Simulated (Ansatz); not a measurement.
# Electron scattering at the Σ5 (310) boundary in fcc Al, starting shift (0.5, 0.5), part 3 of 3

Aim: the relaxed structure and the specific resistance of the Σ5 (310) boundary in fcc Al, starting shift (0.5, 0.5).

Ansatz 0.2.0; Ansatz plane-wave DFT, PBE, PAW files; relaxation of a bicrystal slab with its lowest layers held; PAW set soft_1 (the session's first sound run).

So far. Step 3 (Transmission across the boundary): Over the solved energies the transmission per spin lies between 3.22 and 3.42, out of 5.06 channels of the lead on average (up to 5.12). Step 4 (Specific resistance): Averaged over the energies near the Fermi level, 65.4 % of the channels pass, which makes 0.349 fΩ m².

## Step 5: Single-crystal slab for reference

The free faces cost energy too. A single-crystal slab with the same faces and held layers is relaxed, so that they cancel.

This step: Ansatz plane-wave DFT, PBE, PAW files; relaxation of a single-crystal slab with its lowest layers held; PAW set soft_1 (Ansatz 0.2.0).

System of this step: Al slab, plane (3, 1, 0). The cell holds 31 atoms: 31 Al. Its edges and angles: a = 6.400 Å, b = 4.048 Å, c = 30.201 Å, α = 90.0°, β = 90.0°, γ = 90.0°. It derives from Al. Vacuum lies along c.

Input file input.yaml:

```yaml
crystal:
  lattice:
    - [6.40040255, 0.0, 0.0]
    - [0.0, 4.04797, 0.0]
    - [0.0, 0.0, 30.20120765]
  atoms:
    - { symbol: Al, position: [0.0, 0.0, 0.1655562936] }
    - { symbol: Al, position: [0.7, 0.5, 0.186748832] }
    - { symbol: Al, position: [0.4, 0.0, 0.2079413705] }
    - { symbol: Al, position: [0.1, 0.5, 0.229133909] }
    - { symbol: Al, position: [0.8, 0.0, 0.2503264475] }
    - { symbol: Al, position: [0.5, 0.5, 0.2715189859] }
    - { symbol: Al, position: [0.2, 0.0, 0.2927115244] }
    - { symbol: Al, position: [0.9, 0.5, 0.3139040629] }
    - { symbol: Al, position: [0.6, 0.0, 0.3350966013] }
    - { symbol: Al, position: [0.3, 0.5, 0.3562891398] }
    - { symbol: Al, position: [0.0, 0.0, 0.3774816783] }
    - { symbol: Al, position: [0.7, 0.5, 0.3986742168] }
    - { symbol: Al, position: [0.4, 0.0, 0.4198667552] }
    - { symbol: Al, position: [0.1, 0.5, 0.4410592937] }
    - { symbol: Al, position: [0.8, 0.0, 0.4622518322] }
    - { symbol: Al, position: [0.5, 0.5, 0.4834443706] }
    - { symbol: Al, position: [0.2, 0.0, 0.5046369091] }
    - { symbol: Al, position: [0.9, 0.5, 0.5258294476] }
    - { symbol: Al, position: [0.6, 0.0, 0.5470219861] }
    - { symbol: Al, position: [0.3, 0.5, 0.5682145245] }
    - { symbol: Al, position: [0.0, 0.0, 0.589407063] }
    - { symbol: Al, position: [0.7, 0.5, 0.6105996015] }
    - { symbol: Al, position: [0.4, 0.0, 0.6317921399] }
    - { symbol: Al, position: [0.1, 0.5, 0.6529846784] }
    - { symbol: Al, position: [0.8, 0.0, 0.6741772169] }
    - { symbol: Al, position: [0.5, 0.5, 0.6953697554] }
    - { symbol: Al, position: [0.2, 0.0, 0.7165622938] }
    - { symbol: Al, position: [0.9, 0.5, 0.7377548323] }
    - { symbol: Al, position: [0.6, 0.0, 0.7589473708] }
    - { symbol: Al, position: [0.3, 0.5, 0.7801399092] }
    - { symbol: Al, position: [0.0, 0.0, 0.8013324477] }
kpoints:
  mp_grid: { grid: [4, 6, 1] }
hamiltonian:
  xc: pbe
  pseudopotentials: { kind: paw, azcp: { folder: soft_1 } }
scf:
  occupations: { method: fermi_dirac, width: 0.1 }
relax:
  f_tol: 0.03
  max_steps: 80
  constraints: [{ sites: [0, 1, 2, 3, 4] }]
```

Started as:

```
> ansatz run input.yaml --threads 4 --pin off --max-ram 15360MiB --backend cpu --events-out ev --progress --plain --runs-dir out
```

Numbers of over 12 decimals in the logs are rounded to 6 here.

The log of the run:

```text
Warning: crystal.symmetry: narrowed to the stabiliser of the relax constraints — unitary ops 4 → 2; lowered at sites 0, 1, 2, 3, 4, 26, 27, 28, 29, 30 (the operations that carried what is held of a site onto what its image site leaves free; the constrained walk keeps no symmetry that its constraints do not admit)
[...]
Crystal: 31 atoms, lattice volume = 782.472 Å³
Basis set: ecut = 420 eV, 15321 PW (Γ), exchange–correlation on 90×60×432 points (8 copies of the dense FFT grid, shifted against one another)
Bands: 78, of which v1, the nominal top of the filled ones, is band 47 counted from 1 (46 counted from 0)
Symmetry: 2 space group operations
k-points: 12 of 24 (time reversal used)
[...]
SCF iter   1: F=—  HF=-16662.778907 eV  |F-HF|=—  |Δ(HF+E_count)|=         —  Δρ=2.10e-2  dr2=5.14e1  ethr=3.10e-3  ⟨swp⟩=9.1  Hψ=5477  notcnv=0  defer=31
[...]
SCF iter   6: F=-16659.529477 eV  HF=-16659.529488 eV  |F-HF|=1.04e-5  |Δ(HF+E_count)|=   1.75e-5  Δρ=2.32e-5  dr2=1.99e-5  ethr=2.42e-8  ⟨swp⟩=3.8  Hψ=3907  notcnv=0
SCF 1 converged in 6 iterations: F = -16659.529477 eV  dr2 = 1.99e-5
[...]
relax step   1: F+E_penalty+E_count = -16659.52947746 eV  Δ(F+E_penalty+E_count) = +0.000e0 eV  max|allowed force component| = 3.370e-1 eV/Å  Δτ_max = 0.0000 Å  (6 SCF iters, dr2 threshold 2.25e-5 eV, accepted)
[...]
SCF iter   5: F=-16659.583492 eV  HF=-16659.583492 eV  |F-HF|=3.47e-8  |Δ(HF+E_count)|=   2.52e-6  Δρ=6.22e-6  dr2=7.99e-7  ethr=1.67e-9  ⟨swp⟩=4.8  Hψ=2936  notcnv=0
SCF 2 converged in 5 iterations: F = -16659.583492 eV  dr2 = 7.99e-7
relax step   2: F+E_penalty+E_count = -16659.58349191 eV  Δ(F+E_penalty+E_count) = -5.401e-2 eV  max|allowed force component| = 5.763e-2 eV/Å  Δτ_max = 0.1515 Å  (5 SCF iters, dr2 threshold 7.10e-6 eV, accepted)
SCF iter   1: F=—  HF=-16659.590209 eV  |F-HF|=—  |Δ(HF+E_count)|=         —  Δρ=8.27e-4  dr2=4.24e-2  ethr=6.52e-4  ⟨swp⟩=3.1  Hψ=2138  notcnv=0  defer=43
[...]
SCF iter   5: F=-16659.587904 eV  HF=-16659.587904 eV  |F-HF|=1.16e-8  |Δ(HF+E_count)|=   1.92e-7  Δρ=2.26e-6  dr2=9.04e-8  ethr=1.08e-10  ⟨swp⟩=5.7  Hψ=3374  notcnv=0
SCF 3 converged in 5 iterations: F = -16659.587904 eV  dr2 = 9.04e-8
relax step   3: F+E_penalty+E_count = -16659.58790448 eV  Δ(F+E_penalty+E_count) = -4.413e-3 eV  max|allowed force component| = 2.981e-2 eV/Å  Δτ_max = 0.0511 Å  (5 SCF iters, accepted)
SCF converged after 5 iterations
Free energy (F): -16659.587904 eV
[...]
Internal energy: -16659.177105 eV  (E = F + TS)
E sigma→0 (E₀):  -16659.382505 eV
Entropy (-TS):   -0.410799 eV (-13.252 meV/atom)
Fermi energy:    3.791128 eV
[...]
--- Forces (eV/Å), atoms counted from 1 ---
  atom   1  Al    -0.09804911     0.00000000     0.33889686
  atom   2  Al     0.11248786     0.00000000    -0.08425754
  atom   3  Al    -0.12457213     0.00000000    -0.21511211
  atom   4  Al     0.03723925     0.00000000    -0.07788786
  atom   5  Al     0.04851353     0.00000000     0.02829885
  atom   6  Al     0.00359721     0.00000000     0.00294351
  atom   7  Al    -0.00046948     0.00000000    -0.00656179
  atom   8  Al    -0.00431695     0.00000000     0.00017007
  atom   9  Al    -0.00208615     0.00000000     0.00153145
  atom  10  Al    -0.00004672     0.00000000     0.00529165
  atom  11  Al     0.00245646     0.00000000     0.01074324
  atom  12  Al     0.00150244     0.00000000     0.01108076
  atom  13  Al     0.00180875     0.00000000     0.00945145
  atom  14  Al     0.00411225     0.00000000     0.01072586
  atom  15  Al     0.00152971     0.00000000     0.00290966
  atom  16  Al     0.00101102     0.00000000    -0.00381730
  atom  17  Al    -0.00002202     0.00000000    -0.00615871
  atom  18  Al    -0.00167201     0.00000000    -0.01519596
  atom  19  Al    -0.00011639     0.00000000    -0.01446352
  atom  20  Al    -0.00185120     0.00000000    -0.00804313
  atom  21  Al    -0.00175981     0.00000000    -0.01865645
  atom  22  Al    -0.00028635     0.00000000    -0.01224991
  atom  23  Al     0.00848404     0.00000000    -0.00765684
  atom  24  Al     0.00262512     0.00000000    -0.00530994
  atom  25  Al     0.00206458     0.00000000     0.01024707
  atom  26  Al     0.00013366     0.00000000     0.01307399
  atom  27  Al     0.00061772     0.00000000     0.00753066
  atom  28  Al     0.00619125     0.00000000    -0.00214565
  atom  29  Al    -0.00820372     0.00000000    -0.00335985
  atom  30  Al     0.01533795     0.00000000    -0.00182966
  atom  31  Al    -0.00628819     0.00000000     0.02981189
  max |Σ_I F_I| component: 2.74e-5 eV/Å
--- Relaxed structure (3 steps of the walk, 3 accepted, 0 SCFs on fresh bases) ---
  F+E_penalty+E_count = -16659.58790448 eV   max|allowed force component| = 2.981e-2 eV/Å
  atoms:
    - { symbol: Al, position: [0.0, 0.0, 0.165556] }
    - { symbol: Al, position: [0.7, 0.5, 0.186749] }
    - { symbol: Al, position: [0.4, 0.0, 0.207941] }
    - { symbol: Al, position: [0.1, 0.5, 0.229134] }
    - { symbol: Al, position: [0.8, 0.0, 0.250326] }
    - { symbol: Al, position: [0.501026, 0.5, 0.271252] }
    - { symbol: Al, position: [0.203940, 0.0, 0.293064] }
    - { symbol: Al, position: [0.907503, 0.5, 0.314095] }
    - { symbol: Al, position: [0.608337, 0.0, 0.335482] }
    - { symbol: Al, position: [0.306805, 0.5, 0.357045] }
    - { symbol: Al, position: [0.00508583, 0.0, 0.378489] }
    - { symbol: Al, position: [0.704575, 0.5, 0.399899] }
    - { symbol: Al, position: [0.404294, 0.0, 0.421179] }
    - { symbol: Al, position: [0.103068, 0.5, 0.442347] }
    - { symbol: Al, position: [0.802703, 0.0, 0.463464] }
    - { symbol: Al, position: [0.503051, 0.5, 0.484890] }
    - { symbol: Al, position: [0.203483, 0.0, 0.506367] }
    - { symbol: Al, position: [0.903154, 0.5, 0.527493] }
    - { symbol: Al, position: [0.602017, 0.0, 0.548591] }
    - { symbol: Al, position: [0.301934, 0.5, 0.569971] }
    - { symbol: Al, position: [0.00123292, 0.0, 0.591363] }
    - { symbol: Al, position: [0.699961, 0.5, 0.612894] }
    - { symbol: Al, position: [0.399872, 0.0, 0.634158] }
    - { symbol: Al, position: [0.098861, 0.5, 0.655220] }
    - { symbol: Al, position: [0.801480, 0.0, 0.677068] }
    - { symbol: Al, position: [0.507504, 0.5, 0.699333] }
    - { symbol: Al, position: [0.210837, 0.0, 0.717596] }
    - { symbol: Al, position: [0.905520, 0.5, 0.739987] }
    - { symbol: Al, position: [0.611479, 0.0, 0.765185] }
    - { symbol: Al, position: [0.306795, 0.5, 0.783412] }
    - { symbol: Al, position: [0.018271, 0.0, 0.798880] }
```

The job ended after 46 s (4 threads of Arm Neoverse V1, shared host; peak memory 1.6 GiB; 3 min of CPU time).

Relaxation path:

| step | energy less that of the first step (eV) | largest force component (eV/Å) |
| --- | --- | --- |
| 1 | 0.0000 | 0.3370 |
| 2 | -0.0540 | 0.0576 |
| 3 | -0.0584 | 0.0298 |

The atoms that moved most (Å):

| atom | dx | dy | dz | length |
| --- | --- | --- | --- | --- |
| Al29 | 0.073 | 0.000 | 0.188 | 0.202 |
| Al31 | 0.117 | 0.000 | -0.074 | 0.138 |
| Al26 | 0.048 | 0.000 | 0.120 | 0.129 |
| Al30 | 0.043 | 0.000 | 0.099 | 0.108 |
| Al25 | 0.009 | 0.000 | 0.087 | 0.088 |
| Al28 | 0.035 | 0.000 | 0.067 | 0.076 |
| Al27 | 0.069 | 0.000 | 0.031 | 0.076 |
| Al23 | -0.001 | 0.000 | 0.071 | 0.071 |

The relaxed structure:

```
Al
1.0
     6.40040    0.00000    0.00000
     0.00000    4.04797    0.00000
     0.00000    0.00000   30.20121
Al
31
Direct
  0.00000 0.00000 0.16556
  0.70000 0.50000 0.18675
  0.40000 0.00000 0.20794
  0.10000 0.50000 0.22913
  0.80000 0.00000 0.25033
  0.50103 0.50000 0.27125
  0.20394 0.00000 0.29306
  0.90750 0.50000 0.31409
  0.60834 0.00000 0.33548
  0.30680 0.50000 0.35705
  0.00509 0.00000 0.37849
  0.70457 0.50000 0.39990
  0.40429 0.00000 0.42118
  0.10307 0.50000 0.44235
  0.80270 0.00000 0.46346
  0.50305 0.50000 0.48489
  0.20348 0.00000 0.50637
  0.90315 0.50000 0.52749
  0.60202 0.00000 0.54859
  0.30193 0.50000 0.56997
  0.00123 0.00000 0.59136
  0.69996 0.50000 0.61289
  0.39987 0.00000 0.63416
  0.09886 0.50000 0.65522
  0.80148 0.00000 0.67707
  0.50750 0.50000 0.69933
  0.21084 0.00000 0.71760
  0.90552 0.50000 0.73999
  0.61148 0.00000 0.76519
  0.30680 0.50000 0.78341
  0.01827 0.00000 0.79888
```

This step gave:

```
free energy             : -16659.5879 eV
energy at zero smearing : -16659.3825 eV
Fermi energy            : 3.791 eV
```

The largest force component on a free atom ends at 0.030 eV/Å, under the tolerance of 0.03, after 3 steps.

## Step 6: Bulk reference

The perfect crystal gives the energy per atom, for the atoms by which bicrystal and slab differ.

This step: Ansatz plane-wave DFT, PBE, PAW files; bulk reference; PAW set soft_1 (Ansatz 0.2.0).

System of this step: Al. The structure is cubic, space group Fm-3m (No. 225). Conventional cell: a = 4.048 Å, b = 4.048 Å, c = 4.048 Å, α = 90.00°, β = 90.00°, γ = 90.00°. Al has 12 Al at 2.86 Å nearest.

input.yaml, the sections that differ from step 5:

```yaml
crystal:
  lattice:
    - [0.0, 2.023985, 2.023985]
    - [2.023985, 0.0, 2.023985]
    - [2.023985, 2.023985, 0.0]
  atoms:
    - { symbol: Al, position: [0.0, 0.0, 0.0] }
kpoints:
  mp_grid: { grid: [18, 18, 18] }
# hamiltonian, scf: as in step 5
# relax: removed
```

The log of the run:

```text
[...]
Crystal: 1 atoms, lattice volume = 16.583 Å³
Basis set: ecut = 420 eV, 331 PW (Γ)
Bands: 6, of which v1, the nominal top of the filled ones, is band 2 counted from 1 (1 counted from 0)
Symmetry: 48 space group operations
[...]
k-points: 195 of 5832
[...]
SCF iter   1: F=—  HF=-537.541617 eV  |F-HF|=—  |Δ(HF+E_count)|=         —  Δρ=2.25e-2  dr2=8.96e-2  ethr=3.10e-3  ⟨swp⟩=4.3  Hψ=9770  notcnv=0
[...]
SCF iter   5: F=-537.508360 eV  HF=-537.508360 eV  |F-HF|=7.58e-11  |Δ(HF+E_count)|=   4.82e-8  Δρ=1.70e-6  dr2=2.71e-10  ethr=2.71e-9  ⟨swp⟩=1.0  Hψ=2876  notcnv=0
SCF 1 converged in 5 iterations: F = -537.508360 eV  dr2 = 2.71e-10
[...]
SCF converged after 5 iterations
Free energy (F): -537.508360 eV
[...]
Internal energy: -537.493812 eV  (E = F + TS)
E sigma→0 (E₀):  -537.501086 eV
Entropy (-TS):   -0.014548 eV (-14.548 meV/atom)
Fermi energy:    7.869441 eV
[...]
```

It took 0.38 s on 4 threads; peak memory 0.25 GiB; 1.1 s of CPU time.

Numbers from this step:

- free energy: -537.5084 eV
- energy at zero smearing: -537.5011 eV
- Fermi energy: 7.869 eV

## Step 7: Boundary energy

This step: Ansatz plane-wave DFT, PBE, PAW files; bicrystal less single-crystal slab less bulk atoms, a boundary area; PAW set soft_1 (Ansatz 0.2.0).

This step gave:

```
excess energy of the cell : 1.115 eV
boundary energy           : 0.6895 J/m²
```

The boundary costs 0.69 J/m².

By hand: 1.11 eV / 25.91 Å² × 16.02 = 0.689 J/m².

## Step 8: Outcome

```yaml
specific_resistance_of_the_boundary: 0.349 fΩ m²
share_of_channels_that_pass: 0.654
boundary_energy: 0.689 J/m²
```

What this shows: The boundary has a specific resistance of 0.35 fΩ m² and an energy of 0.69 J/m². The boundary reflects 35 % of the channels; 0.35 fΩ m² is 3.5×10⁻¹² Ω·cm². That equals the resistance of 13 nm of bulk Al at 300 K (measured 2.733 µΩ cm, CRC Handbook of Chemistry and Physics, 84th ed., 2003, Electrical Resistivity of Pure Metals). One starting structure was relaxed; another shift or atom count at the boundary may lie lower.

[Logs are printed without paths, hosts, clocks, repeated set-up lines and the standing remarks that a program may print on its own settings, such as how far it seeks lower states.]

[Hosts, paths, dates, database ids (printed as entryN), source tags and the programs' standing remarks are cut or masked in the printed files.]
